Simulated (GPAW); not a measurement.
# O K ELNES/XANES of KTaO3 (Pm-3m) from DFT

How does the O K edge of KTaO3 (Pm-3m) move when the bonds are compressed or stretched?

Program: GPAW 26.7.0. Level of theory: X-ray absorption from dipole matrix elements to empty bands, plane-wave PAW revPBE, without spin-orbit coupling. Results are calculated unless marked as measured.

Report form: the programs' logs are mostly left out.

## (1) The starting structure

Symmetry: Pm-3m, No. 221, cubic system. Conventional cell: a = 3.988 Å, b = 3.988 Å, c = 3.988 Å, α = 90.00°, β = 90.00°, γ = 90.00°. Nearest to Ta lie 6 O at 1.99 Å. Nearest to K lie 12 O at 2.82 Å. Nearest to O lie 2 Ta at 1.99 Å and 4 K at 2.82 Å. Farther neighbours and most contacts between anions are not listed.

Structure file:

```
Ta K O
1.0
     3.98830    0.00000    0.00000
     0.00000    3.98830    0.00000
     0.00000    0.00000    3.98830
Ta K O
1 1 3
Direct
  0.00000 0.00000 0.00000
  0.50000 0.50000 0.50000
  0.00000 0.00000 0.50000
  0.00000 0.50000 0.00000
  0.50000 0.00000 0.00000
```

## (2) Ground state of the crystal

A plain self-consistent run shows whether there is a gap, which decides the set-up of the core-hole run.

The input, scf.py:

```python
import numpy as np
from ase import Atoms
from ase.parallel import parprint, paropen
from gpaw import GPAW, PW, FermiDirac, Mixer, MixerDif, setup_paths
from gpaw.test import gen
setup_paths.insert(0, '.')
gen('O', name='nch1s', xcname='revPBE', corehole=(1, 0, 0), write_xml=True)
from gpaw.mpi import world
world.barrier()

atoms = Atoms('TaKO3',
    cell=[[3.9883, 0, 0],
     [0, 3.9883, 0],
     [0, 0, 3.9883]],
    scaled_positions=[[0, 0, 0],
     [0.5, 0.5, 0.5],
     [0, 0, 0.5],
     [0, 0.5, 0],
     [0.5, 0, 0]],
    pbc=True)
atoms.calc = calc = GPAW(legacy_gpaw=True, mode=PW(500, force_complex_dtype=True), xc='revPBE', setups={2: 'nch1s'},
    kpts={'size': (6, 6, 6), 'gamma': True}, occupations=FermiDirac(0.05),
    charge=0, mixer=Mixer(0.1, 5, 50), maxiter=150,
    convergence={'density': 0.0001, 'eigenstates': 1e-6}, txt='scf.txt')
energy = atoms.get_potential_energy() + calc.get_reference_energy()
ef = calc.get_fermi_level()
out = dict(energy=energy, fermi=ef, forces=atoms.get_forces().tolist())
parprint(f'all-electron energy {energy:.4f} eV, Fermi level {ef:.4f} eV')
ev = np.array([[calc.get_eigenvalues(k, s) for k in range(len(calc.get_ibz_k_points()))] for s in range(calc.get_number_of_spins())])
out['homo'], out['lumo'], out['counts'] = ev[ev < ef].max(), ev[ev > ef].min(), sorted(set((ev < ef).sum((0, 2)).tolist()))
out['filled'] = (ev[:, 0] < ef).sum(1).tolist()
import json
with paropen('out.json', 'w') as f:
    json.dump(out, f)
```

The run is started by

```
OMP_NUM_THREADS=1 mpirun -n 4 gpaw python scf.py
```

Elapsed: 8.8 s, on 4 MPI ranks of Arm Neoverse V2, shared host; peak memory 0.2 GiB; 35 s of CPU time.

The mesh shows a gap of 2.21 eV, so the hole is first treated in a charged cell, without the excited electron.

## (3) Reference energy of the supercell

The photon energy needs a difference of total energies, so the cell and mesh of the coming hole run are first run without a hole.

scf.py, as its differences from that of step 2:

```diff
@@ -10,14 +10,19 @@
 
-atoms = Atoms('TaKO3',
-    cell=[[3.9883, 0, 0],
-     [0, 3.9883, 0],
-     [0, 0, 3.9883]],
+atoms = Atoms('Ta2K2O6',
+    cell=[[3.9883, 0, 3.9883],
+     [0, 3.9883, 3.9883],
+     [-3.9883, 0, 3.9883]],
     scaled_positions=[[0, 0, 0],
-     [0.5, 0.5, 0.5],
-     [0, 0, 0.5],
-     [0, 0.5, 0],
-     [0.5, 0, 0]],
+     [0.5, 0, 0.5],
+     [0.25, 0.5, 0.75],
+     [0.75, 0.5, 0.25],
+     [0.25, 0, 0.25],
+     [0.75, 0, 0.75],
+     [0.75, 0.5, 0.75],
+     [0.25, 0.5, 0.25],
+     [0.25, 0, 0.75],
+     [0.75, 0, 0.25]],
     pbc=True)
-atoms.calc = calc = GPAW(legacy_gpaw=True, mode=PW(500, force_complex_dtype=True), xc='revPBE', setups={2: 'nch1s'},
-    kpts={'size': (6, 6, 6), 'gamma': True}, occupations=FermiDirac(0.05),
+atoms.calc = calc = GPAW(legacy_gpaw=True, mode=PW(500, force_complex_dtype=True), xc='revPBE', setups={4: 'nch1s'},
+    kpts={'size': (4, 4, 4), 'gamma': True}, occupations=FermiDirac(0.02),
     charge=0, mixer=Mixer(0.1, 5, 50), maxiter=150,
```

The job ended after 23 s (4 MPI ranks; peak memory 0.25 GiB; 91 s of CPU time).

Reference energy: -893462.890 eV with the cores included.

## (4) Spectrum with FCH, O atom 3

The holes are 5.6 Å apart. In GPAW the data set carries the hole's charge, so charge=0 means a charged cell and charge=-1 a neutral one. The excited electron is left out and a uniform background balances the charge. After the field has converged, empty bands are computed with the density fixed and the dipole matrix elements are summed.

The absorber has 2 Ta at 1.99 Å (linear, site symmetry 4/mmm).

The input, xas.py:

```python
import numpy as np
from ase import Atoms
from ase.parallel import parprint, paropen
from gpaw import GPAW, PW, FermiDirac, Mixer, MixerDif, setup_paths
from gpaw.test import gen
setup_paths.insert(0, '.')
gen('O', name='fch1s', xcname='revPBE', corehole=(1, 0, 1), write_xml=True)
from gpaw.mpi import world
world.barrier()

atoms = Atoms('Ta2K2O6',
    cell=[[3.9883, 0, 3.9883],
     [0, 3.9883, 3.9883],
     [-3.9883, 0, 3.9883]],
    scaled_positions=[[0, 0, 0],
     [0.5, 0, 0.5],
     [0.25, 0.5, 0.75],
     [0.75, 0.5, 0.25],
     [0.25, 0, 0.25],
     [0.75, 0, 0.75],
     [0.75, 0.5, 0.75],
     [0.25, 0.5, 0.25],
     [0.25, 0, 0.75],
     [0.75, 0, 0.25]],
    pbc=True)
atoms.calc = calc = GPAW(legacy_gpaw=True, mode=PW(500, force_complex_dtype=True), xc='revPBE', setups={4: 'fch1s'},
    kpts={'size': (4, 4, 4), 'gamma': True}, occupations=FermiDirac(0.02),
    charge=0, mixer=Mixer(0.1, 5, 50), maxiter=150,
    convergence={'density': 0.0001, 'eigenstates': 1e-6}, txt='scf.txt')
energy = atoms.get_potential_energy() + calc.get_reference_energy()
ef = calc.get_fermi_level()
out = dict(energy=energy, fermi=ef, forces=atoms.get_forces().tolist())
parprint(f'all-electron energy {energy:.4f} eV, Fermi level {ef:.4f} eV')
ev = np.array([[calc.get_eigenvalues(k, s) for k in range(len(calc.get_ibz_k_points()))] for s in range(calc.get_number_of_spins())])
out['homo'], out['lumo'], out['counts'] = ev[ev < ef].max(), ev[ev > ef].min(), sorted(set((ev < ef).sum((0, 2)).tolist()))
out['filled'] = (ev[:, 0] < ef).sum(1).tolist()

from ase.units import Ha
from gpaw.xas import dipole_matrix_elements
nb = int(calc.get_number_of_electrons() / 2) + 89
top, nb = nb, nb + 8 + nb // 12
nscf = calc.fixed_density(kpts={'size': (6, 6, 6), 'gamma': True}, nbands=nb,
    convergence={'bands': top, 'eigenstates': 5e-3}, maxiter=60, txt='nscf.txt')
cell = atoms.cell.array
ops = [cell.T @ U.T @ np.linalg.inv(cell.T) for U in nscf.wfs.kd.symmetry.op_scc]
filled = [40]  # bands filled in the ground state, by spin
E = np.arange(-6, 34, 0.1)
fwhm = np.interp(E, [4, 25], [0.9, 3.5])
Y, X, zero, highest = 0, 0, 1e9, 1e9
for spin in range(nscf.get_number_of_spins()):
    wfs = nscf.wfs
    mine = wfs.bd.get_slice()  # this rank's bands
    A = dipole_matrix_elements(wfs.setups[4])
    eps = np.zeros((wfs.kd.nibzkpts, nb))
    d = np.zeros((3, A.shape[1], wfs.kd.nibzkpts, nb), complex)
    for kpt in wfs.kpt_u:
        if kpt.s == spin and 4 in kpt.P_ani:
            eps[kpt.k, mine] = kpt.eps_n * Ha
            d[:, :, kpt.k, mine] = (kpt.weight * wfs.nspins / 2) ** 0.5 * np.inner(A, kpt.P_ani[4])
    world.sum(eps)
    world.sum(d)
    T = np.einsum('amkn,bmkn->abkn', d, d.conj()).real
    T = sum(np.einsum('ai,ijkn,bj->abkn', R, T, R) for R in ops) / len(ops)
    empty = np.ones_like(eps, bool) & (np.arange(nb) >= filled[spin])
    zero, highest = min(zero, eps[empty].min()), min(highest, eps[:, top - 1].min())
    lines = [(eps, T, empty)] if spin == 0 else lines + [(eps, T, empty)]
for eps, T, empty in lines:
    f = np.einsum('aakn->akn', T).reshape(3, -1)
    x = eps.ravel() - zero
    w = np.interp(x, E, fwhm) / 2.35482
    g = np.exp(-0.5 * ((E[:, None] - x) / w) ** 2) / (w * (2 * np.pi) ** 0.5)
    Y = Y + (f * empty.ravel()) @ g.T
    X = X + (f * ~empty.ravel()) @ g.T
out.update(E=E.round(2).tolist(), xas=Y.tolist(), xes=X.tolist(), zero=zero, valid=highest - zero, nk=len(eps), nb=nb)
for i in range(0, len(E), 10):
    parprint(f'{E[i]:7.2f}', *(f'{v:10.3e}' for v in Y[:, i]))
import json
with paropen('out.json', 'w') as f:
    json.dump(out, f)
```

The run is started by

```
OMP_NUM_THREADS=1 mpirun -n 4 gpaw python xas.py
```

The job ended after 64 s (4 MPI ranks; peak memory 0.38 GiB).

The O K spectrum, O atom 3, full core hole (charged cell) (energy from the lowest empty level; intensity scaled to a mean of 1 over the first 20 eV):

| E (eV) | intensity |
| --- | --- |
| -2.00 | 0.00 |
| -1.25 | 0.00 |
| -0.50 | 0.00 |
| 0.25 | 0.10 |
| 1.00 | 0.48 |
| 1.75 | 1.35 |
| 2.50 | 1.30 |
| 3.25 | 0.81 |
| 4.00 | 0.37 |
| 4.75 | 0.43 |
| 5.50 | 0.82 |
| 6.25 | 1.06 |
| 7.00 | 1.73 |
| 7.75 | 2.54 |
| 8.50 | 2.56 |
| 9.25 | 1.77 |
| 10.00 | 0.97 |
| 10.75 | 0.79 |
| 11.50 | 1.07 |
| 12.25 | 1.31 |
| 13.00 | 1.38 |
| 13.75 | 1.22 |
| 14.50 | 0.91 |
| 15.25 | 0.60 |
| 16.00 | 0.39 |
| 16.75 | 0.32 |
| 17.50 | 0.36 |
| 18.25 | 0.50 |
| 19.00 | 0.69 |
| 19.75 | 0.91 |
| 20.50 | 1.10 |
| 21.25 | 1.15 |
| 22.00 | 1.03 |
| 22.75 | 0.79 |
| 23.50 | 0.56 |
| 24.25 | 0.40 |
| 25.00 | 0.32 |
| 25.75 | 0.31 |
| 26.50 | 0.37 |
| 27.25 | 0.48 |
| 28.00 | 0.64 |
| 28.75 | 0.80 |
| 29.50 | 0.95 |
| 30.25 | 1.07 |
| 31.00 | 1.17 |
| 31.75 | 1.24 |

Main maxima below 24 eV (height): 2.1 eV (1.60), 8.1 eV (2.69), 12.9 eV (1.38) and 21.1 eV (1.16). A K edge sees empty p states; the first features are O p mixed into the empty d states of the Ta neighbours, and the broad ones above probably into the cations' higher empty bands.

The hole costs E(hole) − E(ground) = 530.74 eV, and the lowest empty level of the hole cell on the spectrum's mesh lies at 7.57 eV, which puts the zero at 538.31 eV. One term is added: -8.91 eV, since the hole is spin-paired here and a spin-polarised one costs that much less in the free atom (computed apart). The photon energy is then 529.40 eV. The functional and the charged cell's background leave an error of a few eV in such absolute values.

## (5) Reference energy of the supercell

The cell changes for the next run, so it gets a reference energy of its own.

The cell differs from the one that the last finished run ended in (a 5.640 → 5.525 Å, b 5.640 → 5.525 Å, c 5.640 → 5.525 Å).

scf.py, as its differences from that of step 3:

```diff
@@ -11,5 +11,5 @@
 atoms = Atoms('Ta2K2O6',
-    cell=[[3.9883, 0, 3.9883],
-     [0, 3.9883, 3.9883],
-     [-3.9883, 0, 3.9883]],
+    cell=[[3.90688328, 0, 3.90688328],
+     [0, 3.90688328, 3.90688328],
+     [-3.90688328, 0, 3.90688328]],
     scaled_positions=[[0, 0, 0],
```

The run is started by

```
OMP_NUM_THREADS=1 mpirun -n 4 gpaw python scf.py
```

Run time: 17 s. Hardware: 4 MPI ranks; peak memory 0.25 GiB; 69 s of CPU time.

Reference energy: -893462.025 eV with the cores included.

## (6) Spectrum with FCH, O atom 3

Shorter bonds are expected to push antibonding states and scattering resonances up, and longer ones down; the cell is scaled to test that.

Changed against the first core-hole run: volume scale from 1 to 0.94.

xas.py, as its differences from that of step 4:

```diff
@@ -11,5 +11,5 @@
 atoms = Atoms('Ta2K2O6',
-    cell=[[3.9883, 0, 3.9883],
-     [0, 3.9883, 3.9883],
-     [-3.9883, 0, 3.9883]],
+    cell=[[3.90688328, 0, 3.90688328],
+     [0, 3.90688328, 3.90688328],
+     [-3.90688328, 0, 3.90688328]],
     scaled_positions=[[0, 0, 0],
@@ -39,3 +39,3 @@
 from gpaw.xas import dipole_matrix_elements
-nb = int(calc.get_number_of_electrons() / 2) + 89
+nb = int(calc.get_number_of_electrons() / 2) + 84
 top, nb = nb, nb + 8 + nb // 12
```

The run is started by

```
OMP_NUM_THREADS=1 mpirun -n 4 gpaw python xas.py
```

Wall time 62 s (4 MPI ranks); peak memory 0.37 GiB.

| E (eV) | first run | this run |
| --- | --- | --- |
| -2.0 | 0.00 | 0.00 |
| -1.0 | 0.00 | 0.00 |
| 0.0 | 0.04 | 0.03 |
| 1.0 | 0.48 | 0.36 |
| 2.0 | 1.59 | 1.40 |
| 3.0 | 0.93 | 1.08 |
| 4.0 | 0.37 | 0.59 |
| 5.0 | 0.57 | 0.24 |
| 6.0 | 0.95 | 0.79 |
| 7.0 | 1.73 | 1.61 |
| 8.0 | 2.67 | 2.41 |
| 9.0 | 2.08 | 2.22 |
| 10.0 | 0.97 | 1.45 |
| 11.0 | 0.86 | 0.92 |
| 12.0 | 1.25 | 1.08 |
| 13.0 | 1.38 | 1.32 |
| 14.0 | 1.13 | 1.29 |
| 15.0 | 0.70 | 0.97 |
| 16.0 | 0.39 | 0.57 |
| 17.0 | 0.32 | 0.35 |
| 18.0 | 0.45 | 0.36 |
| 19.0 | 0.69 | 0.54 |
| 20.0 | 0.99 | 0.79 |
| 21.0 | 1.16 | 1.05 |
| 22.0 | 1.03 | 1.12 |
| 23.0 | 0.71 | 0.92 |
| 24.0 | 0.44 | 0.61 |
| 25.0 | 0.32 | 0.40 |
| 26.0 | 0.32 | 0.30 |
| 27.0 | 0.44 | 0.32 |
| 28.0 | 0.64 | 0.44 |
| 29.0 | 0.85 | 0.62 |
| 30.0 | 1.03 | 0.82 |
| 31.0 | 1.17 | 0.97 |
| 32.0 | 1.26 | 1.09 |

The scaled spectrum changes by 17 % r.m.s. A shift of +0.4 eV leaves 11 %. The highest intensity below 16 eV goes from 8.1 eV (2.69) to 8.2 eV (2.42).

The photon energy of the zero moves by +0.13 eV.

## (7) Supercell without a hole, the energy reference

The cell differs from the one that the last finished run ended in (a 5.525 → 5.583 Å, b 5.525 → 5.583 Å, c 5.525 → 5.583 Å).

scf.py, as its differences from that of step 5:

```diff
@@ -11,5 +11,5 @@
 atoms = Atoms('Ta2K2O6',
-    cell=[[3.90688328, 0, 3.90688328],
-     [0, 3.90688328, 3.90688328],
-     [-3.90688328, 0, 3.90688328]],
+    cell=[[3.94801139, 0, 3.94801139],
+     [0, 3.94801139, 3.94801139],
+     [-3.94801139, 0, 3.94801139]],
     scaled_positions=[[0, 0, 0],
```

The run is started by

```
OMP_NUM_THREADS=1 mpirun -n 4 gpaw python scf.py
```

The job ended after 18 s (4 MPI ranks; peak memory 0.25 GiB; 71 s of CPU time).

Reference energy: -893462.559 eV with the cores included.

## (8) Spectrum with FCH, O atom 3

Changed against the first core-hole run: volume scale from 1 to 0.97.

xas.py, as its differences from that of step 6:

```diff
@@ -11,5 +11,5 @@
 atoms = Atoms('Ta2K2O6',
-    cell=[[3.90688328, 0, 3.90688328],
-     [0, 3.90688328, 3.90688328],
-     [-3.90688328, 0, 3.90688328]],
+    cell=[[3.94801139, 0, 3.94801139],
+     [0, 3.94801139, 3.94801139],
+     [-3.94801139, 0, 3.94801139]],
     scaled_positions=[[0, 0, 0],
@@ -39,3 +39,3 @@
 from gpaw.xas import dipole_matrix_elements
-nb = int(calc.get_number_of_electrons() / 2) + 84
+nb = int(calc.get_number_of_electrons() / 2) + 86
 top, nb = nb, nb + 8 + nb // 12
```

The run is started by

```
OMP_NUM_THREADS=1 mpirun -n 4 gpaw python xas.py
```

It took 68 s on 4 MPI ranks; peak memory 0.37 GiB.

| E (eV) | first run | this run |
| --- | --- | --- |
| -2.0 | 0.00 | 0.00 |
| -1.0 | 0.00 | 0.00 |
| 0.0 | 0.04 | 0.04 |
| 1.0 | 0.48 | 0.42 |
| 2.0 | 1.59 | 1.52 |
| 3.0 | 0.93 | 1.00 |
| 4.0 | 0.37 | 0.48 |
| 5.0 | 0.57 | 0.39 |
| 6.0 | 0.95 | 0.91 |
| 7.0 | 1.73 | 1.68 |
| 8.0 | 2.67 | 2.52 |
| 9.0 | 2.08 | 2.23 |
| 10.0 | 0.97 | 1.20 |
| 11.0 | 0.86 | 0.83 |
| 12.0 | 1.25 | 1.17 |
| 13.0 | 1.38 | 1.36 |
| 14.0 | 1.13 | 1.23 |
| 15.0 | 0.70 | 0.83 |
| 16.0 | 0.39 | 0.46 |
| 17.0 | 0.32 | 0.32 |
| 18.0 | 0.45 | 0.40 |
| 19.0 | 0.69 | 0.61 |
| 20.0 | 0.99 | 0.89 |
| 21.0 | 1.16 | 1.12 |
| 22.0 | 1.03 | 1.09 |
| 23.0 | 0.71 | 0.81 |
| 24.0 | 0.44 | 0.52 |
| 25.0 | 0.32 | 0.35 |
| 26.0 | 0.32 | 0.30 |
| 27.0 | 0.44 | 0.37 |
| 28.0 | 0.64 | 0.53 |
| 29.0 | 0.85 | 0.74 |
| 30.0 | 1.03 | 0.93 |
| 31.0 | 1.17 | 1.07 |
| 32.0 | 1.26 | 1.18 |

The scaled spectrum changes by 9 % r.m.s. The highest intensity below 16 eV goes from 8.1 eV (2.69) to 8.3 eV (2.56).

The photon energy of the zero moves by +0.06 eV.

## (9) Supercell without a hole, the energy reference

The cell differs from the one that the last finished run ended in (a 5.583 → 5.696 Å, b 5.583 → 5.696 Å, c 5.583 → 5.696 Å).

scf.py, as its differences from that of step 7:

```diff
@@ -11,5 +11,5 @@
 atoms = Atoms('Ta2K2O6',
-    cell=[[3.94801139, 0, 3.94801139],
-     [0, 3.94801139, 3.94801139],
-     [-3.94801139, 0, 3.94801139]],
+    cell=[[4.02779069, 0, 4.02779069],
+     [0, 4.02779069, 4.02779069],
+     [-4.02779069, 0, 4.02779069]],
     scaled_positions=[[0, 0, 0],
```

The run is started by

```
OMP_NUM_THREADS=1 mpirun -n 4 gpaw python scf.py
```

The job ended after 23 s (4 MPI ranks; peak memory 0.25 GiB).

Reference energy: -893463.052 eV with the cores included.

## (10) Spectrum with FCH, O atom 3

Changed against the first core-hole run: volume scale from 1 to 1.03.

xas.py, as its differences from that of step 8:

```diff
@@ -11,5 +11,5 @@
 atoms = Atoms('Ta2K2O6',
-    cell=[[3.94801139, 0, 3.94801139],
-     [0, 3.94801139, 3.94801139],
-     [-3.94801139, 0, 3.94801139]],
+    cell=[[4.02779069, 0, 4.02779069],
+     [0, 4.02779069, 4.02779069],
+     [-4.02779069, 0, 4.02779069]],
     scaled_positions=[[0, 0, 0],
@@ -39,3 +39,3 @@
 from gpaw.xas import dipole_matrix_elements
-nb = int(calc.get_number_of_electrons() / 2) + 86
+nb = int(calc.get_number_of_electrons() / 2) + 91
 top, nb = nb, nb + 8 + nb // 12
```

The run is started by

```
OMP_NUM_THREADS=1 mpirun -n 4 gpaw python xas.py
```

Wall time 66 s (4 MPI ranks); peak memory 0.38 GiB.

| E (eV) | first run | this run |
| --- | --- | --- |
| -2.0 | 0.00 | 0.00 |
| -1.0 | 0.00 | 0.00 |
| 0.0 | 0.04 | 0.05 |
| 1.0 | 0.48 | 0.54 |
| 2.0 | 1.59 | 1.59 |
| 3.0 | 0.93 | 0.88 |
| 4.0 | 0.37 | 0.34 |
| 5.0 | 0.57 | 0.75 |
| 6.0 | 0.95 | 0.98 |
| 7.0 | 1.73 | 1.83 |
| 8.0 | 2.67 | 2.75 |
| 9.0 | 2.08 | 1.83 |
| 10.0 | 0.97 | 0.84 |
| 11.0 | 0.86 | 0.95 |
| 12.0 | 1.25 | 1.31 |
| 13.0 | 1.38 | 1.35 |
| 14.0 | 1.13 | 1.00 |
| 15.0 | 0.70 | 0.58 |
| 16.0 | 0.39 | 0.34 |
| 17.0 | 0.32 | 0.34 |
| 18.0 | 0.45 | 0.50 |
| 19.0 | 0.69 | 0.78 |
| 20.0 | 0.99 | 1.07 |
| 21.0 | 1.16 | 1.16 |
| 22.0 | 1.03 | 0.94 |
| 23.0 | 0.71 | 0.61 |
| 24.0 | 0.44 | 0.39 |
| 25.0 | 0.32 | 0.31 |
| 26.0 | 0.32 | 0.36 |
| 27.0 | 0.44 | 0.52 |
| 28.0 | 0.64 | 0.75 |
| 29.0 | 0.85 | 0.96 |
| 30.0 | 1.03 | 1.13 |
| 31.0 | 1.17 | 1.25 |
| 32.0 | 1.26 | 1.31 |

The scaled spectrum changes by 9 % r.m.s. The highest intensity below 16 eV goes from 8.1 eV (2.69) to 8.0 eV (2.75).

The photon energy of the zero moves by -0.07 eV.

## (11) Reference energy of the supercell

The cell differs from the one that the last finished run ended in (a 5.696 → 5.751 Å, b 5.696 → 5.751 Å, c 5.696 → 5.751 Å).

scf.py, as its differences from that of step 9:

```diff
@@ -11,5 +11,5 @@
 atoms = Atoms('Ta2K2O6',
-    cell=[[4.02779069, 0, 4.02779069],
-     [0, 4.02779069, 4.02779069],
-     [-4.02779069, 0, 4.02779069]],
+    cell=[[4.06652182, 0, 4.06652182],
+     [0, 4.06652182, 4.06652182],
+     [-4.06652182, 0, 4.06652182]],
     scaled_positions=[[0, 0, 0],
```

The run is started by

```
OMP_NUM_THREADS=1 mpirun -n 4 gpaw python scf.py
```

Wall time 25 s (4 MPI ranks); peak memory 0.25 GiB.

Reference energy: -893463.076 eV with the cores included.

(Continued in part 2 of 2.)

[Logs are printed without paths, hosts, clocks, repeated set-up lines and the standing remarks that a program may print on its own settings, such as how far it seeks lower states.]

[Hosts, paths, dates, database ids (printed as entryN), source tags and the programs' standing remarks are cut or masked in the printed files.]

[Lists of maxima count a maximum above −3 eV only where it reaches 4 % of the highest in the window and stands out from its surroundings by 2 % of it (1.5 % where it reaches 55 %); shoulders and weaker maxima are passed over, and of the rest the first, up to two pre-edge ones and the few strongest are named.]
